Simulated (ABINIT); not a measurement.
An input for ABINIT 10.8.3 (GaP (F-43m)):

```
acell 3*1.0 Angstrom
rprim 
  0.000000000000 2.725250000000 2.725250000000
  2.725250000000 0.000000000000 2.725250000000
  2.725250000000 2.725250000000 0.000000000000
ntypat 2
znucl 31 15
natom 2
typat 1 2
xred 
  0.000000000000 0.000000000000 0.000000000000
  0.250000000000 0.250000000000 0.250000000000
pp_dirpath "pseudos"
pseudos "Ga.upf, P.upf"
ecut 45
ngkpt 4 4 4
nshiftk 1
shiftk 0 0 0
kptopt 1
chksymbreak 0
istwfk *1
occopt 1
irdwfk 1
optdriver 4
nband 165
gwcalctyp 28
ecutsigx 45
symsigma 0
nkptgw 8
kptgw 
  0.0000000000 0.0000000000 0.0000000000
  0.2500000000 0.0000000000 0.0000000000
  0.5000000000 0.0000000000 0.0000000000
  0.2500000000 0.2500000000 0.0000000000
  0.5000000000 0.2500000000 0.0000000000
  -0.2500000000 0.2500000000 0.0000000000
  0.5000000000 0.5000000000 0.0000000000
  -0.2500000000 0.5000000000 0.2500000000
bdgw 
  11 23
  11 23
  11 23
  11 23
  11 23
  11 23
  11 23
  11 23
ecuteps 9.7
irdscr 1
ppmodel 1
irdqps 1
rhoqpmix 0.3
indata_prefix "in"
outdata_prefix "out"
tmpdata_prefix "tmp"
```

```sh
OMP_NUM_THREADS=1 mpirun -n 4 abinit run.abi > log
```

How long will it take on 4 MPI ranks of Arm Neoverse V2, shared host, and how much memory?

It took 11 min; on shared hardware allow 5.6 min to 22 min. Peak host memory was 1.6 GiB.

[Paths, hosts, dates, memory and timing lines, banners, echoed tables and standing remarks are left out of the program output.]

[Logs are printed without paths, hosts, clocks, repeated set-up lines and the standing remarks that a program may print on its own settings, such as how far it seeks lower states.]

[Runs of the session that timed out or met a known fault of the program may be left out.]

[Hosts, paths, dates, database ids (printed as entryN), source tags and the programs' standing remarks are cut or masked in the printed files.]

[G0W0 gaps are taken among the corrected bands and points alone; a level outside them can change the order at an edge.]

[Where Ansatz stands beside ABINIT at settings called matched, ABINIT's density can come from a denser mesh and the files from another edition; pairs whose starting gaps differed by over 0.03 eV were left out, so agreement reads better than it is.]
